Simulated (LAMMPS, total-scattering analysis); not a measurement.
**fcc solid solution (Ni0.16,Cu0.84): Uiso of Ni against temperature**

Simulated by classical molecular dynamics (LAMMPS) with the EAM universal-3 functions (Foiles, Baskes and Daw, Phys. Rev. B 33, 7983 (1986)); 500 atoms, zero pressure, classical nuclei. Uiso is the variance of an atom's position about its mean, per direction. These functions were fitted to pure metals and dilute alloys; melting points and liquid structure are extrapolations.

| T (K) | Uiso of Ni (Å²) |
| --- | --- |
| 200 | 0.0037 |
| 300 | 0.0060 |
| 600 | ? |
| 1120 | 0.0305 |
| 1590 | 0.0629 |

**Task.** Fit U/T against T with a straight line, read an effective Debye temperature from it, and predict the withheld row.

U/T in 10⁻⁵ Å²/K: 1.850 at 200 K, 2.000 at 300 K, 2.723 at 1120 K, 3.956 at 1590 K. The means are 802.5 K and 2.632; Σ(x − x̄)(y − ȳ) = 1860.3 and Σ(x − x̄)² = 1.3365e+06, so the slope is 1.392e-03 per K and the intercept 1.515.

The intercept is the harmonic part: U = 3ħ²T/(M k θ²) with 3ħ²/(k u Å²) = 145.5 K and M = 58.69 u gives θ = √(145.5/(58.69 × 1.515×10⁻⁵)) = 405 K, an effective value for this element. The slope is the anharmonic part, expansion included: by 1590 K it adds 146 % to U.

At 600 K, U = 600 × (1.515 + 0.835)×10⁻⁵ = 0.0141 Å²; the run gave 0.0130, a miss of +8.5 %. The hottest row pulls the line up: U/T is flatter at low T and steepens toward melting, which may be superheated here, so the intercept is low and θ high.
